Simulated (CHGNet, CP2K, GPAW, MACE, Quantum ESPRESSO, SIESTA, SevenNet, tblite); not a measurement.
# From one method to another: forces in random packing of Si51C37H13 (at. %) (71 atoms)

71 atoms (36 Si, 26 C, 9 H) packed at random in a cube at 2.26 g/cm³ and pushed apart as soft spheres; a start for melting by ab initio MD, not an equilibrated structure. Then every atom was moved at random, 0.03 Å r.m.s. a Cartesian component (hydrogen 0.6 of that).

Two calculations on one geometry. First: machine-learned interatomic potential MACE MP-0b3 medium, trained on PBE(+U) plane-wave data (MACE MP-0b3 medium). Second: Kohn-Sham DFT, PBE, SSSP efficiency 1.3.0 pseudopotentials, plane waves; sssp-1.3.0-efficiency; 45/360 Ry; levels smeared at 580 K (Quantum ESPRESSO 7.5; sssp-pbe-1.3.0-efficiency, cutoffs 45/360 Ry, Γ point).

Cell vectors (Å):

```
9.930 0.000 0.000
0.000 9.930 0.000
0.000 0.000 9.930
```

Atom, position (Å) and force of the first calculation (eV/Å):

```
1 Si 2.939 3.570 8.212 -1.310 -1.697 2.273
2 Si 0.479 2.590 4.056 0.932 -2.389 2.143
3 Si 4.068 1.525 7.915 1.342 -1.035 0.037
4 Si 3.503 4.325 4.860 0.326 0.576 0.641
5 Si 7.674 5.602 8.212 -0.610 -0.185 -0.123
6 Si 8.063 5.528 2.954 -1.853 3.900 -0.121
7 Si 7.412 1.663 7.278 1.499 1.644 2.632
8 Si 4.953 9.671 0.745 0.313 1.144 -1.942
9 Si 5.615 6.960 9.523 0.914 -1.687 0.123
10 Si 2.817 1.026 5.254 -1.139 -0.119 -0.482
11 Si 6.732 5.082 0.902 -1.234 0.287 -0.840
12 Si 1.796 3.403 6.253 -1.524 0.954 -1.309
13 Si 8.857 3.595 2.892 -0.732 -0.088 0.627
14 Si 0.295 3.620 9.123 -0.631 -0.956 0.346
15 Si 4.340 2.806 0.328 -2.356 1.697 0.451
16 Si 0.342 5.990 0.003 0.061 -0.167 0.093
17 Si 8.613 6.241 5.294 0.914 -0.725 -0.286
18 Si 3.626 5.450 7.322 1.682 1.491 -3.486
19 Si 0.821 6.784 7.357 -1.078 -0.498 -1.408
20 Si 7.293 8.645 0.574 1.718 0.047 -3.918
21 Si 3.683 7.540 8.580 -1.623 2.364 -0.308
22 Si 6.519 8.367 3.906 0.319 -1.367 5.301
23 Si 8.996 2.145 0.890 2.445 -0.365 -3.250
24 Si 5.735 7.932 1.939 -2.796 -3.183 0.015
25 Si 8.608 1.451 2.865 1.058 -1.318 3.988
26 Si 7.749 9.421 2.477 2.433 -0.387 0.652
27 Si 9.726 8.156 3.568 -0.133 -0.238 -0.881
28 Si 4.597 9.632 4.545 -1.299 -1.329 -0.462
29 Si 6.314 1.673 9.881 1.007 -1.273 0.295
30 Si 1.091 1.598 7.564 -1.775 -2.721 0.093
31 Si 5.739 1.849 5.887 -2.168 1.295 0.686
32 Si 2.513 5.658 9.289 0.954 0.058 1.811
33 Si 2.226 3.599 2.968 1.035 0.619 -1.664
34 Si 6.602 0.809 4.195 1.081 0.907 -2.160
35 Si 3.686 0.442 2.412 -2.169 0.559 2.318
36 Si 7.005 8.720 8.076 -1.818 -0.542 -3.231
37 C 9.886 5.233 3.574 -0.673 -0.016 0.097
38 C 0.514 9.794 6.736 0.208 0.870 0.291
39 C 5.257 4.134 6.212 -1.591 0.144 0.167
40 C 1.654 0.599 3.305 1.442 1.319 0.469
41 C 7.150 8.421 5.915 0.213 -0.870 -0.167
42 C 2.186 2.788 0.109 1.151 0.498 -0.744
43 C 6.108 3.151 7.974 0.166 -0.565 -0.692
44 C 7.087 4.229 4.177 -0.449 -1.808 -0.594
45 C 0.525 7.201 1.431 -0.685 0.222 0.964
46 C 8.096 0.593 0.405 -1.593 -0.044 -0.610
47 C 9.879 5.039 6.193 1.473 1.201 0.374
48 C 8.583 3.002 8.186 -0.166 -0.249 -0.979
49 C 7.649 3.369 6.369 0.787 -0.873 0.720
50 C 5.690 1.612 2.327 0.047 -0.703 0.121
51 C 3.957 7.807 3.797 -1.813 1.378 -2.126
52 C 5.521 2.897 4.338 1.942 2.042 -0.744
53 C 5.831 6.970 7.494 0.653 1.194 0.071
54 C 4.565 5.189 0.555 0.869 0.843 1.521
55 C 2.844 8.700 2.208 0.774 -0.768 1.296
56 C 1.849 5.826 5.218 -0.093 -0.429 0.572
57 C 9.689 2.603 6.293 1.078 0.570 -0.363
58 C 4.850 6.170 2.335 0.144 -0.876 -1.901
59 C 4.959 7.152 5.814 1.452 -0.603 3.145
60 C 8.939 0.349 4.642 -0.610 1.122 -1.030
61 C 5.869 0.346 7.411 0.920 0.879 1.112
62 C 0.107 0.767 9.135 0.352 0.641 -0.082
63 H 2.204 9.316 9.464 0.544 -0.719 -0.623
64 H 0.861 4.586 1.767 0.979 -0.217 0.733
65 H 2.699 8.074 5.647 0.162 -0.382 -0.260
66 H 4.079 2.766 2.957 -0.623 0.291 -0.051
67 H 8.367 7.597 8.942 -0.528 0.223 -0.240
68 H 2.711 6.536 3.025 0.922 0.650 0.869
69 H 9.087 7.983 6.589 0.641 -0.813 0.029
70 H 1.039 1.291 1.182 -1.232 1.052 -0.478
71 H 8.301 7.230 2.094 -0.648 -0.475 0.483
```

**Question.** What forces does the second calculation give?

Atom and force (eV/Å):

```
1 -0.688 -2.156 2.134
2 1.130 -2.604 2.555
3 1.296 -0.595 -0.642
4 0.817 1.171 0.803
5 -0.829 -0.074 -0.192
6 -2.094 3.944 0.614
7 1.321 0.695 2.980
8 -0.193 0.607 -1.892
9 0.858 -1.584 0.141
10 -1.609 -0.216 -0.488
11 -1.578 0.068 -0.769
12 -1.702 0.834 -1.569
13 -0.210 0.192 -0.312
14 -0.429 -1.233 0.926
15 -2.021 1.485 0.511
16 -0.390 0.407 1.019
17 1.135 -0.061 0.401
18 1.965 1.597 -3.925
19 -0.359 -0.867 -1.770
20 1.628 0.557 -5.480
21 -1.632 1.750 -1.041
22 -0.034 -1.677 6.073
23 2.593 0.644 -3.380
24 -3.476 -3.763 0.944
25 0.425 -2.005 4.017
26 2.563 0.311 0.981
27 -0.083 0.273 -0.464
28 -1.148 -1.522 0.547
29 1.240 -0.534 -0.032
30 -1.515 -2.074 0.069
31 -3.236 1.702 1.108
32 0.635 0.083 2.345
33 0.313 0.182 -1.659
34 1.298 0.621 -2.469
35 -2.018 2.035 2.160
36 -1.382 -0.581 -2.927
37 -1.102 -0.612 -0.100
38 0.146 1.074 0.279
39 -0.982 -0.711 0.409
40 1.689 0.990 0.412
41 0.194 -0.794 -0.050
42 0.810 0.828 -0.323
43 -0.789 -0.428 -1.383
44 -0.130 -1.052 -0.241
45 -0.643 -0.271 0.620
46 -1.439 -0.643 -1.196
47 1.230 1.952 -0.057
48 0.050 -0.002 -1.858
49 0.684 -0.171 0.687
50 -0.897 -0.775 0.214
51 -0.809 0.426 -1.590
52 1.994 2.198 -0.436
53 0.042 1.057 -0.728
54 1.429 0.408 1.482
55 0.589 -0.802 1.321
56 0.549 -1.078 1.429
57 0.949 0.301 -0.605
58 0.300 -0.097 -2.199
59 1.115 0.046 2.699
60 -0.259 0.270 -0.706
61 1.258 1.035 0.553
62 0.067 0.533 0.161
63 0.368 -0.348 -0.506
64 0.780 -0.361 0.828
65 0.123 -0.233 -0.114
66 -0.368 -0.239 -0.267
67 -0.506 0.053 -0.548
68 0.986 0.806 0.426
69 0.148 -0.494 -0.072
70 -0.447 0.578 -0.374
71 0.284 -1.060 0.520
```

The two sets differ by 473 meV/Å r.m.s., 34 % of the r.m.s. force of the Quantum ESPRESSO run. The electron count is odd in QE PBE, sssp-1.3.0-efficiency, 45/360 Ry, and they have no spin polarisation, so the unpaired electron is spread evenly over both spins. Machine-learned potentials mimic data converged in k, so the reference's own k-point error enters their differences. The electronic-structure runs sample only Γ, in a cell whose shortest periodic width is 10 Å, which is coarse for a cell with partly filled levels.

[Logs are printed without paths, hosts, clocks, repeated set-up lines and the standing remarks that a program may print on its own settings, such as how far it seeks lower states.]

[Hosts, paths, dates, database ids (printed as entryN), source tags and the programs' standing remarks are cut or masked in the printed files.]
